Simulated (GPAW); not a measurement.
# Ga K-edge XANES of LaGaO3 (R-3c), part 2 of 2

What does one-electron theory with a core hole give for the Ga K edge of LaGaO3 (R-3c)?

GPAW 26.7.0; X-ray absorption from dipole matrix elements to empty bands, plane-wave PAW LDA.

So far. Step 2 (The field without a hole): The mesh shows a gap of 3.44 eV, so the hole is first treated in a charged cell, without the excited electron. Step 3 (Spectrum without a core hole, Ga atom 3): Main maxima below 27 eV (height): 3.4 eV (0.34), 9.4 eV (3.01) and 17.4 eV (0.81). A K edge sees empty p states on the absorber.

### Step 5. Spectrum with FCH, Ga atom 3

The holes are 5.5 Å apart. In GPAW the data set carries the hole's charge, so charge=0 means a charged cell and charge=-1 a neutral one. The excited electron is left out and a uniform background balances the charge. After the field has converged, empty bands are computed with the density fixed and the dipole matrix elements are summed.

File xas.py:

```python
import numpy as np
from ase import Atoms
from ase.parallel import parprint, paropen
from gpaw import GPAW, PW, FermiDirac, Mixer, MixerDif, setup_paths
from gpaw.test import gen
setup_paths.insert(0, '.')
gen('Ga', name='fch1s', xcname='LDA', corehole=(1, 0, 1), write_xml=True)
from gpaw.mpi import world
world.barrier()

atoms = Atoms('La2Ga2O6',
    cell=[[2.77145, 1.6000974, 4.4776],
     [-2.77145, 1.6000974, 4.4776],
     [0, -3.20019481, 4.4776]],
    scaled_positions=[[0.75, 0.75, 0.75],
     [0.25, 0.25, 0.25],
     [0.5, 0.5, 0.5],
     [0, 0, 0],
     [0.3048, 0.75, 0.1952],
     [0.75, 0.1952, 0.3048],
     [0.1952, 0.3048, 0.75],
     [0.6952, 0.25, 0.8048],
     [0.25, 0.8048, 0.6952],
     [0.8048, 0.6952, 0.25]],
    pbc=True)
atoms.calc = calc = GPAW(legacy_gpaw=True, mode=PW(500, force_complex_dtype=True), xc='LDA', setups={2: 'fch1s'},
    kpts={'size': (4, 4, 4), 'gamma': True}, occupations=FermiDirac(0.02),
    charge=0, mixer=Mixer(0.1, 5, 50), maxiter=150,
    convergence={'density': 0.0001, 'eigenstates': 1e-6}, txt='scf.txt')
energy = atoms.get_potential_energy() + calc.get_reference_energy()
ef = calc.get_fermi_level()
out = dict(energy=energy, fermi=ef, forces=atoms.get_forces().tolist())
parprint(f'all-electron energy {energy:.4f} eV, Fermi level {ef:.4f} eV')
ev = np.array([[calc.get_eigenvalues(k, s) for k in range(len(calc.get_ibz_k_points()))] for s in range(calc.get_number_of_spins())])
out['homo'], out['lumo'], out['counts'] = ev[ev < ef].max(), ev[ev > ef].min(), sorted(set((ev < ef).sum((0, 2)).tolist()))
out['filled'] = (ev[:, 0] < ef).sum(1).tolist()

from ase.units import Ha
from gpaw.xas import dipole_matrix_elements
nb = int(calc.get_number_of_electrons() / 2) + 84
top, nb = nb, nb + 8 + nb // 12
nscf = calc.fixed_density(kpts={'size': (4, 4, 4), 'gamma': True}, nbands=nb,
    convergence={'bands': top, 'eigenstates': 5e-3}, maxiter=60, txt='nscf.txt')
cell = atoms.cell.array
ops = [cell.T @ U.T @ np.linalg.inv(cell.T) for U in nscf.wfs.kd.symmetry.op_scc]
filled = [32]  # bands filled in the ground state, by spin
E = np.arange(-6, 34, 0.1)
fwhm = np.interp(E, [4, 25], [1.82, 3.5])
Y, X, zero, highest = 0, 0, 1e9, 1e9
for spin in range(nscf.get_number_of_spins()):
    wfs = nscf.wfs
    mine = wfs.bd.get_slice()  # this rank's bands
    A = dipole_matrix_elements(wfs.setups[2])
    eps = np.zeros((wfs.kd.nibzkpts, nb))
    d = np.zeros((3, A.shape[1], wfs.kd.nibzkpts, nb), complex)
    for kpt in wfs.kpt_u:
        if kpt.s == spin and 2 in kpt.P_ani:
            eps[kpt.k, mine] = kpt.eps_n * Ha
            d[:, :, kpt.k, mine] = (kpt.weight * wfs.nspins / 2) ** 0.5 * np.inner(A, kpt.P_ani[2])
    world.sum(eps)
    world.sum(d)
    T = np.einsum('amkn,bmkn->abkn', d, d.conj()).real
    T = sum(np.einsum('ai,ijkn,bj->abkn', R, T, R) for R in ops) / len(ops)
    empty = np.ones_like(eps, bool) & (np.arange(nb) >= filled[spin])
    zero, highest = min(zero, eps[empty].min()), min(highest, eps[:, top - 1].min())
    lines = [(eps, T, empty)] if spin == 0 else lines + [(eps, T, empty)]
for eps, T, empty in lines:
    f = np.einsum('aakn->akn', T).reshape(3, -1)
    x = eps.ravel() - zero
    w = np.interp(x, E, fwhm) / 2.35482
    g = np.exp(-0.5 * ((E[:, None] - x) / w) ** 2) / (w * (2 * np.pi) ** 0.5)
    Y = Y + (f * empty.ravel()) @ g.T
    X = X + (f * ~empty.ravel()) @ g.T
out.update(E=E.round(2).tolist(), xas=Y.tolist(), xes=X.tolist(), zero=zero, valid=highest - zero, nk=len(eps), nb=nb)
for i in range(0, len(E), 10):
    parprint(f'{E[i]:7.2f}', *(f'{v:10.3e}' for v in Y[:, i]))
import json
with paropen('out.json', 'w') as f:
    json.dump(out, f)
```

On the command line:

```bash
> OMP_NUM_THREADS=1 mpirun -n 4 gpaw python xas.py
```

Numbers of over 12 decimals in the logs are rounded to 6 here.

The log of the run:

```text
Input parameters:
  convergence: {density: 0.0001,
                eigenstates: 1e-06}
  kpts: {gamma: True,
         size: (4, 4, 4)}
  maxiter: 150
  mixer: {backend: pulay,
          beta: 0.1,
          method: separate,
          nmaxold: 5,
          weight: 50}
  mode: {ecut: 500.0,
         force_complex_dtype: True,
         name: pw}
  occupations: {fixmagmom: False,
                name: fermi-dirac,
                width: 0.02}
  setups: {2: fch1s}

Initialize ...

[... PAW data sets ...]

Reference energy: -569271.243736  # eV

Spin-paired calculation

[... convergence settings ...]
Symmetries present (total): 2
  [... symmetry matrices ...]

64 k-points: 4 x 4 x 4 Monkhorst-Pack grid + [1/8,1/8,1/8]
36 k-points in the irreducible part of the Brillouin zone
       k-points in crystal coordinates                weights
   0:     0.00000000    0.00000000    0.00000000          1/64
   1:     0.00000000    0.00000000    0.25000000          2/64
   2:     0.00000000    0.00000000    0.50000000          1/64
   3:     0.00000000    0.25000000   -0.25000000          2/64
   4:     0.00000000    0.25000000    0.00000000          2/64
   5:     0.00000000    0.25000000    0.25000000          2/64
   6:     0.00000000    0.25000000    0.50000000          2/64
   7:     0.00000000    0.50000000    0.00000000          1/64
   8:     0.00000000    0.50000000    0.25000000          2/64
   9:     0.00000000    0.50000000    0.50000000          1/64
          ...
  35:     0.50000000    0.50000000    0.50000000          1/64

Wave functions: Plane wave expansion
  Cutoff energy: 500.000 eV
  Number of coefficients (min, max): 3001, 3035
  Pulay-stress correction: 0.000000 eV/Ang^3 (de/decut=0.000000)
  Using FFTW library
  Wavefunction extrapolation:
    Improved wavefunction reuse through dual PAW basis

Occupation numbers: Fermi-Dirac:
  width: 0.0200  # eV

Eigensolver
   Davidson(niter=2)

Densities:
  Coarse grid: 30*30*30 grid
  Fine grid: 60*60*60 grid
  Total Charge: 1.000000

Density mixing:
  Method: separate
  Backend: pulay
  Linear mixing parameter: 0.1
  old densities: 5
  Width of damping distribution: 1.1
  Damping of long wavelength oscillations: 50

[... Hamiltonian set-up ...]
Number of atoms: 10
Number of atomic orbitals: 72
Number of bands in calculation: 43
Number of valence electrons: 64
Bands to converge: occupied

... initialized

Initializing position-dependent things.

Density initialized from atomic densities
Creating initial wave functions:
  43 bands from LCAO basis set

           La

             O
        O
            GaO
         O
               O
          O

            La

            Ga

Atomic positions and initial magnetic moments

Positions:
   0 La     0.000000   -0.000000   10.074600    ( 0.0000,  0.0000,  0.0000)
   1 La     0.000000   -0.000000    3.358200    ( 0.0000,  0.0000,  0.0000)
   2 Ga     0.000000   -0.000000    6.716400    ( 0.0000,  0.0000,  0.0000)
   3 Ga     0.000000    0.000000    0.000000    ( 0.0000,  0.0000,  0.0000)
   4 O     -1.233850    1.063105    5.597000    ( 0.0000,  0.0000,  0.0000)
   5 O      1.537600    0.536993    5.597000    ( 0.0000,  0.0000,  0.0000)
   6 O     -0.303751   -1.600097    5.597000    ( 0.0000,  0.0000,  0.0000)
   7 O      1.233850   -1.063105    7.835800    ( 0.0000,  0.0000,  0.0000)
   8 O     -1.537600   -0.536993    7.835800    ( 0.0000,  0.0000,  0.0000)
   9 O      0.303751    1.600097    7.835800    ( 0.0000,  0.0000,  0.0000)

Unit cell:
           periodic     x           y           z      points  spacing
  1. axis:    yes    2.771450    1.600097    4.477600    30     0.1507
  2. axis:    yes   -2.771450    1.600097    4.477600    30     0.1507
  3. axis:    yes    0.000000   -3.200195    4.477600    30     0.1507

  Lengths:   5.503649   5.503649   5.503649
  Angles:   60.472405  60.472405  60.472405

Effective grid spacing dv^(1/3) = 0.1640

iter:   1  -107.125090
iter:   2  -102.702271   -0.13  -0.81
iter:   3   -98.146216   +0.49  -0.91
iter:   4   -98.300688   -0.13  -1.31
iter:   5   -98.481392   -0.53  -1.46
iter:   6   -98.371239   -0.55  -1.74
iter:   7   -98.407221   -0.89  -1.98
iter:   8   -98.319093   -1.42  -1.91
iter:   9   -98.303452   -1.86  -2.19
iter:  10   -98.308802c  -2.11  -2.53
iter:  11   -98.302159c  -2.52  -2.58
iter:  12   -98.304144c  -2.79  -2.98
iter:  13   -98.302442c  -3.32  -2.76
iter:  14   -98.302399c  -3.77  -3.08
iter:  15   -98.302324c  -3.70  -3.25
iter:  16   -98.302357c  -4.12  -3.61
[...]
iter:  20   -98.302363c  -5.02  -3.94
iter:  21   -98.302373c  -5.17  -4.02c
iter:  22   -98.302374c  -5.63  -3.85
iter:  23   -98.302374c  -6.02c -3.81
iter:  24   -98.302381c  -6.00c -3.81
iter:  25   -98.302369c  -6.20c -3.73
iter:  26   -98.302363c  -5.87  -3.85
iter:  27   -98.302361c  -5.06  -4.01c
iter:  28   -98.302360c  -5.88  -4.33c
iter:  29   -98.302360c  -6.47c -4.59c

Converged after 29 iterations.

Dipole moment: (-0.000000, -0.000000, -0.000000) |e|*Ang

Energy contributions relative to reference atoms: (reference = -569271.243736)

Kinetic:        +29.025841
Potential:      -46.402294
External:        +0.000000
XC:             -80.375245
Entropy (-ST):   -0.000000
Local:           -0.550662
SIC:             +0.000000
--------------------------
Free energy:    -98.302360
Extrapolated:   -98.302360

Showing only first 2 kpts
 Kpt  Band  Eigenvalues  Occupancy
  0    30      7.94161    2.00000
  0    31      8.07835    2.00000
  0    32     10.33584    0.00000
  0    33     12.76772    0.00000

  1    30      8.02106    2.00000
  1    31      8.03790    2.00000
  1    32     11.20506    0.00000
[...]
Fermi level: 9.60916

Gap: 2.087 eV
Transition (v -> c):
  (s=0, k=9, n=31, [0.00, 0.50, 0.50]) -> (s=0, k=0, n=32, [0.00, 0.00, 0.00])
Direct/indirect transitions are different
Direct gap: 2.257 eV
Transition at: (s=0, k=0, n=31, [0.00, 0.00, 0.00])

Forces in eV/Ang:
  0 La    0.00000   -0.00000    0.02161
  1 La   -0.00000    0.00000   -0.02161
  2 Ga    0.00000    0.00000    0.00000
  3 Ga    0.00000    0.00000    0.00000
  4 O     1.01318   -0.62511    0.80661
  5 O    -1.04795   -0.56489    0.80661
  6 O     0.03477    1.19000    0.80661
  7 O    -1.01318    0.62511   -0.80661
  8 O     1.04795    0.56489   -0.80661
  9 O    -0.03477   -1.19000   -0.80661
Scalar-relativistic atomic LDA calculation for Ga (Gallium, Z=31)
Core hole in 1s state (1s occupation: 1.0)
600 radial gridpoints.
|------------------------------------------------|
|------------------------------------------------|
[... the atom generator's iteration count ...]

Energy contributions:
-------------------------
Kinetic:    +1579.917338
XC:           -64.056343
Potential:  -3074.711888
-------------------------
Total:      -1558.850893

state      eigenvalue         ekin         rmax
-----------------------------------------------
1s^1.0 :  -388.741484   489.682052        0.032
2s^2.0 :   -49.583735    96.650470        0.179
2p^6.0 :   -44.241157    95.698510        0.142
3s^2.0 :    -6.342800    22.075605        0.550
3p^6.0 :    -4.562405    20.108727        0.544
3d^10.0:    -1.437339    15.083525        0.500
4s^2.0 :    -0.729245     2.681465        1.725
4p^1.0 :    -0.423197     1.741532        2.075
-----------------------------------------------
(units: Bohr and Hartree)

Generating PAW setup
Kinetic energy of the core from tauc = 1587.646789
Cutoffs:
rc(s)=2.200
rc(p)=2.200
rc(d)=2.200
rc(vbar)=1.980
rc(comp)=2.200
rc(nct)=2.200

Kinetic energy of the core states: 1572.812876
Charge: 1.0
Core electrons: 27.0
Valence electrons: 3.0
Pseudo-core charge: 1.215894
Shape function alpha=2.066
Pseudo-electron charge 4.660881
state    eigenvalue         norm
--------------------------------
4s(2) :    -0.729245     1.209524
*s    :     0.270755
4p(1) :    -0.423197     1.025939
*p    :     0.576803
*d    :     0.000000
--------------------------------

Diagonalizing with gridspacing h=0.050

state   all-electron     PAW
-------------------------------
4s:      -0.729245    -0.729478
4p:      -0.423197    -0.423398
*d:                   -0.111370
*f:                   -0.021469
-------------------------------
all-electron energy -569369.5461 eV, Fermi level 9.6092 eV
[...]
31.00  8.491e-08  8.491e-08  9.864e-08
  32.00  6.681e-08  6.680e-08  8.248e-08
  33.00  5.027e-08  5.025e-08  6.558e-08
```

Run time: 88 s. Hardware: 4 MPI ranks of Intel Xeon Platinum 8488C (Sapphire Rapids), shared host; peak memory 0.44 GiB.

The Ga K spectrum, Ga atom 3, full core hole (charged cell) (energy from the lowest empty level; intensity scaled to a mean of 1 over the first 20 eV; polarised curves are means over the symmetry-equivalent atoms):

| E (eV) | isotropic | ε ⊥ c | ε ∥ c |
| --- | --- | --- | --- |
| -2.00 | 0.00 | 0.00 | 0.00 |
| -1.25 | 0.00 | 0.00 | 0.00 |
| -0.50 | 0.00 | 0.00 | 0.00 |
| 0.25 | 0.01 | 0.01 | 0.01 |
| 1.00 | 0.04 | 0.03 | 0.04 |
| 1.75 | 0.09 | 0.08 | 0.10 |
| 2.50 | 0.19 | 0.17 | 0.22 |
| 3.25 | 0.38 | 0.35 | 0.42 |
| 4.00 | 0.66 | 0.64 | 0.70 |
| 4.75 | 0.79 | 0.78 | 0.79 |
| 5.50 | 0.70 | 0.70 | 0.72 |
| 6.25 | 0.89 | 0.84 | 1.00 |
| 7.00 | 1.80 | 1.66 | 2.08 |
| 7.75 | 3.26 | 3.10 | 3.56 |
| 8.50 | 4.01 | 4.01 | 4.01 |
| 9.25 | 3.36 | 3.54 | 3.01 |
| 10.00 | 2.14 | 2.32 | 1.76 |
| 10.75 | 1.34 | 1.43 | 1.17 |
| 11.50 | 1.02 | 1.05 | 0.95 |
| 12.25 | 0.81 | 0.85 | 0.74 |
| 13.00 | 0.60 | 0.63 | 0.53 |
| 13.75 | 0.44 | 0.45 | 0.43 |
| 14.50 | 0.37 | 0.36 | 0.40 |
| 15.25 | 0.35 | 0.33 | 0.40 |
| 16.00 | 0.38 | 0.36 | 0.43 |
| 16.75 | 0.47 | 0.45 | 0.51 |
| 17.50 | 0.57 | 0.56 | 0.60 |
| 18.25 | 0.64 | 0.64 | 0.64 |
| 19.00 | 0.65 | 0.67 | 0.62 |
| 19.75 | 0.62 | 0.64 | 0.57 |
| 20.50 | 0.59 | 0.61 | 0.55 |
| 21.25 | 0.59 | 0.59 | 0.58 |
| 22.00 | 0.63 | 0.61 | 0.65 |
| 22.75 | 0.68 | 0.66 | 0.72 |
| 23.50 | 0.73 | 0.71 | 0.76 |
| 24.25 | 0.76 | 0.75 | 0.78 |
| 25.00 | 0.76 | 0.75 | 0.77 |
| 25.75 | 0.74 | 0.74 | 0.75 |
| 26.50 | 0.71 | 0.71 | 0.71 |
| 27.25 | 0.68 | 0.68 | 0.68 |
| 28.00 | 0.65 | 0.65 | 0.66 |
| 28.75 | 0.62 | 0.61 | 0.63 |

Main maxima below 28 eV (height): 4.6 eV (0.79), 8.6 eV (4.02) and 24.6 eV (0.76). 

### Step 6. With and without the hole

Both curves are counted from their own zero, so only the shift of weight within the empty states shows.

| E (eV) | no hole | FCH |
| --- | --- | --- |
| -2.0 | 0.00 | 0.00 |
| -1.0 | 0.00 | 0.00 |
| 0.0 | 0.02 | 0.01 |
| 1.0 | 0.08 | 0.04 |
| 2.0 | 0.19 | 0.11 |
| 3.0 | 0.32 | 0.30 |
| 4.0 | 0.32 | 0.66 |
| 5.0 | 0.25 | 0.76 |
| 6.0 | 0.38 | 0.76 |
| 7.0 | 1.19 | 1.80 |
| 8.0 | 2.29 | 3.66 |
| 9.0 | 2.94 | 3.71 |
| 10.0 | 2.88 | 2.14 |
| 11.0 | 2.22 | 1.19 |
| 12.0 | 1.42 | 0.88 |
| 13.0 | 0.84 | 0.60 |
| 14.0 | 0.59 | 0.41 |
| 15.0 | 0.57 | 0.35 |
| 16.0 | 0.70 | 0.38 |
| 17.0 | 0.80 | 0.50 |
| 18.0 | 0.79 | 0.62 |
| 19.0 | 0.74 | 0.65 |
| 20.0 | 0.73 | 0.61 |
| 21.0 | 0.78 | 0.59 |
| 22.0 | 0.85 | 0.63 |
| 23.0 | 0.90 | 0.70 |
| 24.0 | 0.89 | 0.75 |
| 25.0 | 0.86 | 0.76 |
| 26.0 | 0.88 | 0.73 |
| 27.0 | 0.91 | 0.69 |

With each curve scaled to its own mean, the area from −2 to 6 eV with the hole is 2.2 against 1.3, and the centre of weight from −1 to 20 eV moves by -1.1 eV: the hole pulls the absorber's empty states down.

### Step 7. Results

```
absorber and edge             : Ga K, atom 3 of the ground-state input (counted from 1)
surroundings                  : 6 O at 1.98 Å (octahedral, site symmetry -3)
highest intensity below 24 eV : 8.6 eV above the zero, height 4.02
```

The Ga K edge of atom 3, with 6 O at 1.98 Å (octahedral, site symmetry -3), has its highest intensity of the first 24 eV at 8.6 eV above the zero, 4.0 times the mean level of the first 20 eV (Gaussian full width 1.82 eV up to 4 eV, rising linearly to 3.5 eV at 25 eV). With each curve scaled to its own mean, the area from −2 to 6 eV with the hole is 2.2 against 1.3, and the centre of weight from −1 to 20 eV moves by -1.1 eV: the hole pulls the absorber's empty states down. At the Ga K edge of atom 3 polarisation matters most near 9.6 eV, where the curves differ by 0.6 on this scale. The script folds with a Gaussian, whereas the core hole's own line is a Lorentzian, so the onset is too steep and the first peak too high. The holes are only 5.5 Å apart, so the shape is probably not converged with cell size; no larger cell was run here. The mesh is coarse (0.35 Å⁻¹ between points), so small maxima may be mesh ripples. Lifetime broadening is put in by hand, and intensities beyond about 20 eV depend on it and on the partial waves; weight that the partial waves miss at high energy is lost. The structure is a published determination, not relaxed.

[Banner, clock and machine lines of the logs are left out without a mark of their own.]

[Logs are printed without paths, hosts, clocks, repeated set-up lines and the standing remarks that a program may print on its own settings, such as how far it seeks lower states.]

[Hosts, paths, dates, database ids (printed as entryN), source tags and the programs' standing remarks are cut or masked in the printed files.]

[Lists of maxima count a maximum above −3 eV only where it reaches 4 % of the highest in the window and stands out from its surroundings by 2 % of it (1.5 % where it reaches 55 %); shoulders and weaker maxima are passed over, and of the rest the first, up to two pre-edge ones and the few strongest are named.]
